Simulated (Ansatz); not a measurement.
# O on Ni(111): change of the work function

How does O on the fcc site change the work function of Ni(111) as the layer fills?

Calculated with Ansatz 0.2.0; plane-wave DFT, PBE, Ansatz PAW.

The raw output is cut from this account; settings, times and results stay.

## 1. The structure

The cell holds 4 atoms: 4 Ni. Its edges and angles: a = 2.489 Å, b = 2.489 Å, c = 24.097 Å, α = 90.0°, β = 90.0°, γ = 60.0°. Vacuum lies along c.

## 2. The clean slab

The bare slab comes first, as the zero from which every change is counted. The two lowest layers are held at bulk places and the upper ones relax. The dipole correction removes the false field that a one-sided slab makes across the periodic vacuum, so each face gets a flat vacuum level of its own.

The input, input.yaml:

```yaml
crystal:
  lattice:
    - [2.4890158698, 0.0, 0.0]
    - [1.2445079349, 2.1555509736, 0.0]
    - [0.0, 0.0, 24.0968188426]
  atoms:
    - { symbol: Ni, position: [0.0, 0.0, 0.3734932839], spin: 0.7 }
    - { symbol: Ni, position: [0.3333333333, 0.3333333333, 0.4578310946], spin: 0.7 }
    - { symbol: Ni, position: [0.6666666667, 0.6666666667, 0.5421689054], spin: 0.7 }
    - { symbol: Ni, position: [0.0, 0.0, 0.6265067161], spin: 0.7 }
magnetization:
  spin_polarized: true
kpoints:
  mp_grid: { grid: [12, 12, 1] }
hamiltonian:
  xc: pbe
scf:
  occupations: { method: fermi_dirac, width: 0.1 }
  convergence: { dr2_threshold: 1.0e-08 }
efield:
  axis: 3
  dipole_correction: true
  ramp_position: 0.97
  ramp_width: 0.06
relax:
  f_tol: 0.02
  max_steps: 60
  constraints: [{ sites: [0, 1] }]
output:
  write_potential: true
  write_density: true
  volumetric_format: npy
```

Command:

```console
> ansatz run input.yaml --threads 4 --pin off --max-ram 16384MiB --backend cpu --events-out ev --progress --plain --runs-dir out
```

It took 29 s on 4 threads of Arm Neoverse V1, shared host; peak memory 0.54 GiB; 1.9 min of CPU time.

Step by step:

```csv
step,energy less that of the first step (eV),largest force component (eV/Å)
1,0.0000,0.1468
2,-0.0014,0.0868
3,-0.0021,0.0025
```

The run keeps the 6 symmetry operations that the program found, so distortions that break them were not tested.

The atoms that moved most (Å):

```
atom     dx     dy      dz  length
 Ni4  0.000  0.000  -0.034   0.034
 Ni3  0.000  0.000  -0.007   0.007
```

Final coordinates:

```xyz
4
Lattice="2.4890 0.0000 0.0000 1.2445 2.1556 0.0000 0.0000 0.0000 24.0968" Properties=species:S:1:pos:R:3
Ni    0.0000    0.0000    9.0000
Ni    1.2445    0.7185   11.0323
Ni    2.4890    1.4370   13.0578
Ni    0.0000    0.0000   15.0630
```

This step gave:

```
energy at zero smearing   : -23357.5774 eV
total moment              : 2.660 μB
site moments              : 0.6971, 0.7155, 0.7170, 0.7006 μB
work function, upper face : 5.072 eV
dipole along the normal   : 3.00e-4 e·Å
```

Running mean over 2.032 Å of the planar mean; the ramp of the sawtooth is left out. Table of electron's electrostatic potential energy less the Fermi level by z:

```
z (Å)  electron's electrostatic potential energy less the Fermi level (eV)
    3                                                                 5.08
    4                                                                 5.08
    5                                                                 5.08
    6                                                                 5.03
    7                                                                 4.40
    8                                                                -3.19
    9                                                                -10.0
   10                                                                -10.3
   11                                                                -10.4
   12                                                                -10.5
   13                                                                -10.4
   14                                                                -10.6
   15                                                                -10.2
   16                                                                -3.97
   17                                                                 4.26
   18                                                                 5.01
   19                                                                 5.07
   20                                                                 5.07
   21                                                                 5.07
```

Site moment by atom:

| atom | site moment (μB) |
| --- | --- |
| Ni1 | 0.697 |
| Ni2 | 0.716 |
| Ni3 | 0.717 |
| Ni4 | 0.701 |

The relaxation took 3 steps and lowered the energy by 0.0021 eV; the largest force on the free atoms ends at 0.0025 eV/Å.

The work function of the upper face is 5.07 eV.

## 3. Adsorbate added, k-mesh 4×4×1, coverage 0.111 ML

System of this step: Ni36O (O/Ni(111)). The cell holds 37 atoms: 36 Ni and 1 O. Cell: a = 7.467 Å, b = 7.467 Å, c = 25.391 Å, α = 90.0°, β = 90.0°, γ = 60.0°. Vacuum lies along c.

The clean slab as it ended is repeated in the plane and the adsorbate is set on one face; the cell's size fixes the coverage, and the k-mesh shrinks with it to keep the sampling density about even. Adsorbate and upper layers relax, since the dipole depends on the height.

The input, input.yaml:

```yaml
crystal:
  lattice:
    - [7.4670476093, 0.0, 0.0]
    - [3.7335238046, 6.4666529209, 0.0]
    - [0.0, 0.0, 25.3914173362]
  atoms:
    - { symbol: Ni, position: [0.0, 0.0, 0.3544504775], spin: 0.7 }
    - { symbol: Ni, position: [0.1111111111, 0.1111111111, 0.4344882682], spin: 0.72 }
    - { symbol: Ni, position: [0.2222222222, 0.2222222222, 0.5142598816], spin: 0.72 }
    - { symbol: Ni, position: [0.0, 0.0, 0.5932306194], spin: 0.7 }
    - { symbol: Ni, position: [0.0, 0.3333333333, 0.3544504775], spin: 0.7 }
    - { symbol: Ni, position: [0.1111111111, 0.4444444444, 0.4344882682], spin: 0.72 }
    - { symbol: Ni, position: [0.2222222222, 0.5555555556, 0.5142598816], spin: 0.72 }
    - { symbol: Ni, position: [0.0, 0.3333333333, 0.5932306194], spin: 0.7 }
[... 25 atom lines left out ...]
    - { symbol: Ni, position: [0.7777777778, 0.7777777778, 0.4344882682], spin: 0.72 }
    - { symbol: Ni, position: [0.8888888889, 0.8888888889, 0.5142598816], spin: 0.72 }
    - { symbol: Ni, position: [0.6666666667, 0.6666666667, 0.5932306194], spin: 0.7 }
    - { symbol: O, position: [0.1111111111, 0.1111111111, 0.6455495225] }
magnetization:
  spin_polarized: true
kpoints:
  mp_grid: { grid: [4, 4, 1] }
hamiltonian:
  xc: pbe
scf:
  occupations: { method: fermi_dirac, width: 0.1 }
  convergence: { dr2_threshold: 1.0e-08 }
efield:
  axis: 3
  dipole_correction: true
  ramp_position: 0.97
  ramp_width: 0.06
relax:
  f_tol: 0.02
  max_steps: 60
  constraints:
    - { sites: [0, 1, 4, 5, 8, 9, 12, 13, 16, 17, 20, 21, 24, 25, 28, 29, 32, 33] }
output:
  write_potential: true
  write_density: true
  volumetric_format: npy
```

It took 29 min on 4 threads; peak memory 9.7 GiB; 1.9 h of CPU time.

Relaxation path:

| step | energy less that of the first step (eV) | largest force component (eV/Å) |
| --- | --- | --- |
| 1 | 0.0000 | 2.2676 |
| 2 | -0.1656 | 1.6831 |
| 3 | -0.3388 | 0.3802 |
| 4 | -0.3467 | 0.0836 |
| 5 | -0.3477 | 0.0021 |

Forces are held to the 6 operations that the program found; a distortion that breaks them can't arise in this run.

The atoms that moved most (Å):

| atom | dx | dy | dz | length |
| --- | --- | --- | --- | --- |
| O37 | 0.000 | 0.000 | -0.152 | 0.152 |
| Ni16 | 0.032 | -0.019 | 0.094 | 0.101 |
| Ni4 | -0.032 | -0.019 | 0.094 | 0.101 |
| Ni8 | 0.000 | 0.037 | 0.094 | 0.101 |
| Ni24 | 0.000 | -0.038 | -0.022 | 0.043 |
| Ni20 | 0.033 | 0.019 | -0.022 | 0.043 |
| Ni32 | -0.033 | 0.019 | -0.022 | 0.043 |
| Ni36 | 0.003 | 0.002 | -0.016 | 0.016 |

Final coordinates:

```xyz
37
Lattice="7.4670 0.0000 0.0000 3.7335 6.4667 0.0000 0.0000 0.0000 25.3914" Properties=species:S:1:pos:R:3
Ni    0.0000    0.0000    9.0000
Ni    1.2445    0.7185   11.0323
Ni    2.4840    1.4341   13.0582
Ni   -0.0322   -0.0186   15.1566
Ni    1.2445    2.1556    9.0000
Ni    2.4890    2.8741   11.0323
Ni    3.7290    3.5952   13.0458
Ni    1.2445    2.1928   15.1566
Ni    2.4890    4.3111    9.0000
Ni    3.7335    5.0296   11.0323
Ni    4.9780    5.7539   13.0582
Ni    2.4860    4.3129   15.0471
Ni    2.4890    0.0000    9.0000
Ni    3.7335    0.7185   11.0323
Ni    4.9780    1.4318   13.0458
Ni    2.5213   -0.0186   15.1566
Ni    3.7335    2.1556    9.0000
Ni    4.9780    2.8741   11.0323
Ni    6.2270    3.5952   13.0458
Ni    3.7661    2.1744   15.0414
Ni    4.9780    4.3111    9.0000
Ni    6.2225    5.0296   11.0323
Ni    7.4589    5.7529   13.0679
Ni    4.9780    4.2735   15.0414
Ni    4.9780    0.0000    9.0000
Ni    6.2225    0.7185   11.0323
Ni    7.4721    1.4341   13.0582
Ni    4.9780   -0.0035   15.0471
Ni    6.2225    2.1556    9.0000
Ni    7.4670    2.8741   11.0323
Ni    8.7116    3.5831   13.0679
Ni    6.1900    2.1744   15.0414
Ni    7.4670    4.3111    9.0000
Ni    8.7116    5.0296   11.0323
Ni    9.9643    5.7529   13.0679
Ni    7.4701    4.3129   15.0471
O     1.2445    0.7185   16.2396
```

This step gave:

```yaml
energy_at_zero_smearing: -210785.4989 eV
total_moment: 23.53 μB
work_function_upper_face: 5.345 eV
work_function_lower_face: 5.077 eV
dipole_along_the_normal: -0.07162 e·Å
step_between_the_vacuum_levels: 0.2684 eV
```

Running mean over 2.032 Å of the planar mean; the ramp of the sawtooth is left out. The electron's electrostatic potential energy less the Fermi level by z:

z (Å), electron's electrostatic potential energy less the Fermi level (eV) and a bar from the least value:
```
      3.0        5.1 #############################
      3.5        5.1 #############################
      4.0        5.1 #############################
      4.5        5.1 #############################
      5.0        5.1 #############################
      5.5        5.1 #############################
      6.0        5.0 #############################
      6.5        4.9 #############################
      7.0        4.4 ############################
      7.5        2.3 ########################
      8.0       -3.2 ##############
      8.5       -8.4 ####
      9.0      -10.0 #
      9.5      -10.3 
     10.0      -10.3 
     10.5      -10.3 
     11.0      -10.4 
     11.5      -10.4 
     12.0      -10.5 
     12.5      -10.4 
     13.0      -10.4 
     13.5      -10.4 
     14.0      -10.4 
     14.5      -10.4 
     15.0      -10.4 
     15.5       -9.4 ##
     16.0       -4.8 ###########
     16.5        1.0 ######################
     17.0        3.9 ###########################
     17.5        4.9 #############################
     18.0        5.3 ##############################
     18.5        5.3 ##############################
     19.0        5.3 ##############################
     19.5        5.3 ##############################
     20.0        5.3 ##############################
     20.5        5.3 ##############################
     21.0        5.3 ##############################
     21.5        5.3 ##############################
     22.0        5.3 ##############################
```

Site moment by element, in μB:

```csv
element,atoms,mean,spread (r.m.s.),least,largest
Ni,36,0.690,0.068,0.470,0.739
O,1,0.098,0.000,0.098,0.098
```

The atoms farthest from the mean of their element:

```
atom          x, y, z (Å)  site moment (μB)
 Ni4  -0.03, -0.02, 15.16             0.470
Ni16   2.52, -0.02, 15.16             0.470
 Ni8    1.24, 2.19, 15.16             0.470
 Ni2    1.24, 0.72, 11.03             0.739
Ni32    6.19, 2.17, 15.04             0.725
Ni24    4.98, 4.27, 15.04             0.725
Ni20    3.77, 2.17, 15.04             0.725
Ni18    4.98, 2.87, 11.03             0.724
```

The relaxation took 5 steps and lowered the energy by 0.35 eV; the largest force on the free atoms ends at 0.0021 eV/Å.

The covered face has 5.35 eV, +0.27 eV against the clean one; the bare back face has moved by -0.01 eV, a measure of how thin the slab is.

(Continued in part 2 of 2.)

[Long decimals in the printed logs are rounded to 6 places.]

[Logs are printed without paths, hosts, clocks, repeated set-up lines and the standing remarks that a program may print on its own settings, such as how far it seeks lower states.]

[Hosts, paths, dates, database ids (printed as entryN), source tags and the programs' standing remarks are cut or masked in the printed files.]

[Maps of the electrostatic potential energy from Ansatz leave out the sawtooth potential of an applied field or a dipole correction, so their vacuum need not be flat; planar profiles and work functions include it.]
